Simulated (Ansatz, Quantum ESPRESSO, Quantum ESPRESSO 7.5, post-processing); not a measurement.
# Ag(111) with one reversed stacking step (an intrinsic fault): ballistic transmission

How well does the junction conduct in the ballistic limit? It is: Ag(111) with one reversed stacking step (an intrinsic fault).

Program: Quantum ESPRESSO 7.5. Level of theory: plane-wave DFT, PBE, GBRV ultrasoft pseudopotentials (cross-check by Ansatz 0.2.0 with PAW datasets). Results are calculated unless marked as measured.

Most raw output is cut from this account.

### Step 1. Set-up

The cell holds 20 atoms: 20 Ag. Its edges and angles: a = 2.934 Å, b = 2.934 Å, c = 47.920 Å, α = 90.0°, β = 90.0°, γ = 60.0°. It derives from Ag. Regions: left lead, 9 atoms (9 Ag); channel, 2 atoms (2 Ag); right lead, 9 atoms (9 Ag). The structure is stacked along c, and the current runs across the ab planes.

### Step 2. Self-consistent run

One periodic cell holds a stretch of lead, the junction and more lead; the atoms stay as built.

scf.in reads:

```
&control
  prefix = 'scf'
  outdir = './out'
  pseudo_dir = './pseudo'
  calculation = 'scf'
  tprnfor = .true.
/
&system
  ibrav = 0
  nat = 20
  ntyp = 1
  ecutwfc = 40
  ecutrho = 200
  occupations = 'smearing'
  smearing = 'mv'
  degauss = 0.01
/
&electrons
  conv_thr = 1e-07
  mixing_beta = 0.25
  electron_maxstep = 120
  mixing_mode = 'local-TF'
/
ATOMIC_SPECIES
  Ag  107.8682  ag_pbe_v1.4.uspp.F.UPF
CELL_PARAMETERS angstrom
  2.93449314192417 0.00000000000000 0.00000000000000
  1.46724657096209 2.54134560813755 0.00000000000000
  0.00000000000000 0.00000000000000 47.92007234273895
ATOMIC_POSITIONS crystal
  Ag  0.000000000000 0.000000000000 0.000000000000
  Ag  0.333333333000 0.333333333000 0.050000000000
  Ag  0.666666667000 0.666666667000 0.100000000000
  Ag  0.000000000000 0.000000000000 0.150000000000
  Ag  0.333333333000 0.333333333000 0.200000000000
  Ag  0.666666667000 0.666666667000 0.250000000000
  Ag  0.000000000000 0.000000000000 0.300000000000
  Ag  0.333333333000 0.333333333000 0.350000000000
  Ag  0.666666667000 0.666666667000 0.400000000000
  Ag  0.333333333000 0.333333333000 0.450000000000
  Ag  0.666666667000 0.666666667000 0.500000000000
  Ag  0.000000000000 0.000000000000 0.550000000000
  Ag  0.333333333000 0.333333333000 0.600000000000
  Ag  0.666666667000 0.666666667000 0.650000000000
  Ag  0.000000000000 0.000000000000 0.700000000000
  Ag  0.333333333000 0.333333333000 0.750000000000
  Ag  0.666666667000 0.666666667000 0.800000000000
  Ag  0.000000000000 0.000000000000 0.850000000000
  Ag  0.333333333000 0.333333333000 0.900000000000
  Ag  0.666666667000 0.666666667000 0.950000000000
K_POINTS automatic
  9 9 1 0 0 0
```

Started as:

```sh
$ OMP_NUM_THREADS=1 mpirun -n 8 pw.x -nk 4 -in scf.in > scf.out
```

Wall time 5.4 min (8 MPI ranks of Arm Neoverse N1, shared host); peak memory 2.4 GiB.

This step gave:

- free energy: -80442.7846 eV
- Fermi energy: 16.42 eV

The program's own clock; routines nest. Time by routine:

| routine | wall time (s) | calls |
| --- | --- | --- |
| PWSCF | 323.2 | 1 |
| electrons | 310.7 | 1 |
| c_bands | 276.8 | 13 |
| cegterg | 260.8 | 39 |
| h_psi | 128.6 | 158 |
| fftw | 91.19 | 50206 |
| vloc_psi | 81.96 | 158 |
| calbec | 35.6 | 209 |
| sum_band | 30.18 | 13 |
| cdiaghg | 23.68 | 155 |
| add_vuspsi | 22.89 | 158 |
| s_psi | 22.88 | 158 |
| h_psi:calbec | 22.87 | 158 |
| init_run | 8.6 | 1 |

The run needed 13 iterations to bring the estimated error under 1e-07 Ry; the largest force on any atom, held or free, is 0.01 eV/Å.

### Step 3. Transmission with pwcond.x

prefixt takes both regions from one run: the lead from 0 to bdl, the scattering region from bdl to bds (units of alat). ikind = 1 puts the same lead on both sides. The program's T_tot counts both spins in a run without spin; the tables below give T per spin.

cond.in reads:

```
&inputcond
  outdir = './out'
  prefixt = 'scf'
  tran_file = 'cond.dat'
  bdl = 2.4494897423
  bds = 16.3299316176
  ikind = 1
  ewind = 4.0
  epsproj = 1e-05
  nz1 = 7
  energy0 = 0.4
  denergy = -0.4
/
10
  0.00000000 0.00000000 0.01562500
  0.00000000 0.12500000 0.09375000
  0.00000000 0.25000000 0.09375000
  0.00000000 0.37500000 0.09375000
  0.00000000 0.50000000 0.04687500
  0.12500000 0.25000000 0.09375000
  0.12500000 0.37500000 0.18750000
  0.12500000 0.50000000 0.18750000
  0.25000000 0.50000000 0.09375000
  0.25000000 0.62500000 0.09375000
3
```

Started as:

```sh
$ OMP_NUM_THREADS=1 mpirun -n 8 pwcond.x -in cond.in > cond.out
```

It took 73 s on 8 MPI ranks; peak memory 0.61 GiB; 9.7 min of CPU time.

Read from the output:

```
lead channels at the Fermi level, one spin : 0.8906
transmission at the Fermi level, one spin  : 0.8601
conductance                                : 0.8601 G₀
```

Per spin; mean over the k mesh across the current. The open channels, zone mean by energy, zero at the Fermi level:

| energy (eV) | open channels, zone mean |
| --- | --- |
| -0.400 | 0.859 |
| 0.000 | 0.891 |
| 0.400 | 0.891 |

Per spin; mean over the k mesh across the current. The transmission, zone mean by energy, zero at the Fermi level:

| energy (eV) | transmission, zone mean |
| --- | --- |
| -0.400 | 0.852 |
| 0.000 | 0.860 |
| 0.400 | 0.885 |

At 0.000 eV; k in fractions of b1, b2. Transmission by k point:

| k1 | k2 | weight | t | channels |
| --- | --- | --- | --- | --- |
| 0 | 0 | 0.01562 | 0 | 0 |
| 0 | 0.125 | 0.09375 | 1 | 1 |
| 0 | 0.25 | 0.09375 | 1 | 1 |
| 0 | 0.375 | 0.09375 | 1 | 1 |
| 0 | 0.5 | 0.04688 | 0.3782 | 1 |
| 0.125 | 0.25 | 0.09375 | 1 | 1 |
| 0.125 | 0.375 | 0.1875 | 1 | 1 |
| 0.125 | 0.5 | 0.1875 | 0.993 | 1 |
| 0.25 | 0.5 | 0.09375 | 0.9989 | 1 |
| 0.25 | 0.625 | 0.09375 | 0 | 0 |

The program's own clock; routines nest. Time by routine:

| routine | wall time (s) | calls |
| --- | --- | --- |
| PWCOND | 72.06 | 1 |
| scatter_forw | 55.99 | 60 |
| compbs | 7.15 | 30 |
| compbs_2 | 5.96 | 30 |
| local | 3.82 | 10 |
| init | 1.06 | 1 |
| poten | 0.13 | 1 |

At no point does T exceed the number of channels.

### Step 4. The open system, with ewind = 2.0 and epsproj = 0.001

How much does a setting matter? One run is repeated with a change.

cond.w.in is the input of step 3 with these lines changed:

```diff
@@ -3,3 +3,3 @@
   prefixt = 'scf'
-  tran_file = 'cond.dat'
+  tran_file = 'cond.w.dat'
   bdl = 2.4494897423
@@ -7,4 +7,4 @@
   ikind = 1
-  ewind = 4.0
-  epsproj = 1e-05
+  ewind = 2.0
+  epsproj = 0.001
   nz1 = 7
```

Started as:

```sh
$ OMP_NUM_THREADS=1 mpirun -n 8 pwcond.x -in cond.w.in > cond.w.out
```

Elapsed: 33 s, on 8 MPI ranks; peak memory 0.51 GiB; 4.3 min of CPU time.

The changed values were drawn from a wide range, not chosen for quality; the comparison shows what they did here together.

Beside the run it was changed from:

| quantity | this run | unchanged run | difference |
| --- | --- | --- | --- |
| transmission at the Fermi level, one spin | 0.8479 | 0.8601 | -0.012 |
| lead channels at the Fermi level, one spin | 0.8906 | 0.8906 | 0 |
| wall time (s) | 33 | 73 |  |

Over all energies T moves by up to 0.012, at 0 eV.

The physical values in this table move by up to 1.4 %.

### Step 5. The same in Ansatz

As a check, the same structure is run in Ansatz.

Level of this step: plane-wave DFT, PBE, Ansatz PAW (Ansatz 0.2.0).

input.yaml reads:

```yaml
crystal:
  lattice:
    - [2.9344931419, 0.0, 0.0]
    - [1.467246571, 2.5413456081, 0.0]
    - [0.0, 0.0, 47.9200723427]
  atoms:
    - { symbol: Ag, position: [0.0, 0.0, 0.0] }
    - { symbol: Ag, position: [0.333333333, 0.333333333, 0.05] }
    - { symbol: Ag, position: [0.666666667, 0.666666667, 0.1] }
    - { symbol: Ag, position: [0.0, 0.0, 0.15] }
    - { symbol: Ag, position: [0.333333333, 0.333333333, 0.2] }
    - { symbol: Ag, position: [0.666666667, 0.666666667, 0.25] }
    - { symbol: Ag, position: [0.0, 0.0, 0.3] }
    - { symbol: Ag, position: [0.333333333, 0.333333333, 0.35] }
    - { symbol: Ag, position: [0.666666667, 0.666666667, 0.4] }
    - { symbol: Ag, position: [0.333333333, 0.333333333, 0.45] }
    - { symbol: Ag, position: [0.666666667, 0.666666667, 0.5] }
    - { symbol: Ag, position: [0.0, 0.0, 0.55] }
    - { symbol: Ag, position: [0.333333333, 0.333333333, 0.6] }
    - { symbol: Ag, position: [0.666666667, 0.666666667, 0.65] }
    - { symbol: Ag, position: [0.0, 0.0, 0.7] }
    - { symbol: Ag, position: [0.333333333, 0.333333333, 0.75] }
    - { symbol: Ag, position: [0.666666667, 0.666666667, 0.8] }
    - { symbol: Ag, position: [0.0, 0.0, 0.85] }
    - { symbol: Ag, position: [0.333333333, 0.333333333, 0.9] }
    - { symbol: Ag, position: [0.666666667, 0.666666667, 0.95] }
kpoints:
  mp_grid: { grid: [9, 9, 1] }
hamiltonian:
  xc: pbe
scf:
  occupations: { method: fermi_dirac, width: 0.1 }
  convergence: { dr2_threshold: 1.0e-08 }
output:
  transmission: { leads: [[0, 3]], e_range: [-0.4, 0.4], de: 0.4, kmesh: [8, 8] }
  write_potential: true
  write_density: true
  volumetric_format: npy
  elf: true
```

Started as:

```sh
$ ansatz run input.yaml --threads 8 --pin off --max-ram 16384MiB --backend cpu --events-out ev --progress --plain --runs-dir out
```

It took 23 s on 8 threads; peak memory 3 GiB; 2.9 min of CPU time.

Numbers from this step:

| Item | Value |
| --- | --- |
| free energy | -151811.2904 eV |
| energy at zero smearing | -151811.2123 eV |
| smearing term TS | 0.1560 eV |
| Fermi energy | 16.43 eV |
| symmetry operations | 12 |
| transmission at the Fermi level, one spin | 0.8624 |
| step of the lead's Hamiltonian over a period | 0.1 meV |

Per spin; mean over the k mesh across the current. Table of transmission, zone mean by energy, zero at the Fermi level:

| energy (eV) | transmission, zone mean |
| --- | --- |
| -0.400 | 0.853 |
| 0.000 | 0.862 |
| 0.400 | 0.886 |

Per spin; mean over the k mesh across the current. Table of open channels, zone mean by energy, zero at the Fermi level:

| energy (eV) | open channels, zone mean |
| --- | --- |
| -0.400 | 0.859 |
| 0.000 | 0.891 |
| 0.400 | 0.891 |

Electrostatic potential energy in the ca plane at fractional y = 0.333, with atoms of Ag within 0.2 Å of it. With pseudopotentials it is smooth inside the atoms' cores, unlike the true potential.

Ten even steps from '0' (-23 eV) to '9' (19 eV), each cell a mean:
```
99999998656899999999865689975579999999997557
99999998656899999999865689975579999999997557
97668999878999866799987799987789987678998778
74224899999998422479999999999999963125999999
61001699999996200169999999999999840003899999
61001699999996100169999999999999840003899999
73113799999997311379999999999999962125899999
97557999878999755799987899987789986568998778
```
Columns run along c (16.0 Å, from fractional 0.33 to 0.67 of the cell; values clipped at the 3rd and 97th percentile), rows up along a (2.9 Å). Atoms in or near the plane, at fractional coordinates: Ag at (0.35, 0.33), Ag at (0.45, 0.33), Ag at (0.60, 0.33).

ELF in the ca plane at fractional y = 0.333, with atoms of Ag within 0.2 Å of it. It is the smooth field of the valence electrons, not physical close to the nuclei.

Ten even steps from '0' (0.15) to '9' (0.79), each cell a mean:
```
00000000232000000000023200012210000000001221
00000000232000000000023200012210000000001221
01221000111000122100011100001100001210000110
14664100000001366410000000000000025652000000
26996200000002699620000000000000047984000000
26996200000002699620000000000000047984100000
14664100000001466410000000000000025653000000
01221000010000122100001000001100002220000110
```
Columns run along c (16.0 Å, from fractional 0.33 to 0.67 of the cell), rows up along a (2.9 Å). Atoms in or near the plane, at fractional coordinates: Ag at (0.35, 0.33), Ag at (0.45, 0.33), Ag at (0.60, 0.33).

Ansatz finds T = 0.862 against pwcond's 0.860.

### Step 6. All levels side by side

All levels:

| step | T at the Fermi level (per spin) | conductance (G0) | r.m.s. T(E) from the first | CPU time of the step (s) | peak memory (GiB) |
| --- | --- | --- | --- | --- | --- |
| Ansatz | 0.8624 | - | 0 | 173.1 | 2.962 |
| pwcond | 0.8601 | 0.8601 | 0.001477 | 580.4 | 0.61 |
| pwcond, changed setting | 0.8479 | 0.8479 | 0.01115 | 260.9 | 0.51 |

Per spin; mean over the k mesh across the current. The transmission, zone mean by energy, zero at the Fermi level:

| energy (eV) | Ansatz | pwcond | pwcond, changed setting |
| --- | --- | --- | --- |
| -0.400 | 0.853 | 0.852 | 0.840 |
| 0.000 | 0.862 | 0.860 | 0.848 |
| 0.400 | 0.886 | 0.885 | 0.884 |

### Step 7. Worked from the printed numbers

The Landauer sum over the mesh, Σ w T = 0.1875 × 1 + 0.1875 × 0.993 + 0.0938 × 1 + … = 0.8601.

G = 0.86 × 77.48 µS = 66.6 µS a cell. Times the area of 7.458 Å², the resistance-area product is A/G = 1.12 fΩ m², the leads' contact resistance included.

Free electrons at 1 an atom (3 atoms in 53.6 Å³) have k_F = 1.183 1/Å and offer A k_F²/4π = 0.83 channels per spin; the lead has 0.89 on this mesh.

### Step 8. Summary of results

| Property | Result |
| --- | --- |
| conductance from T at the Fermi level, a cell (G₀ = 2e²/h) | 0.860 G₀ |
| conductance per area | 894 S/μm² |
| lead channels per spin | 0.89 |
| the same conductance by Ansatz | 0.862 G₀ |

**Reading.** The junction conducts 0.860 G₀ a cell at the Fermi level (PBE, GBRV ultrasoft). At the Fermi level the junction passes 97 % of what the leads offer, nearly all. At the Fermi level pwcond and Ansatz differ by 0.27 %, a close match. The mean rests on 10 distinct points, the heaviest weighing 0.19, and the mesh was not tested, so even the second digit is unsure. Over -0.4 to 0.4 eV, T lies between 0.85 and 0.89 per spin. The geometry is as built, not relaxed, and the leads are short.

[Logs are printed without paths, hosts, clocks, repeated set-up lines and the standing remarks that a program may print on its own settings, such as how far it seeks lower states.]

[Hosts, paths, dates, database ids (printed as entryN), source tags and the programs' standing remarks are cut or masked in the printed files.]

[Maps of the electrostatic potential energy from Ansatz leave out the sawtooth potential of an applied field or a dipole correction, so their vacuum need not be flat; planar profiles and work functions include it.]
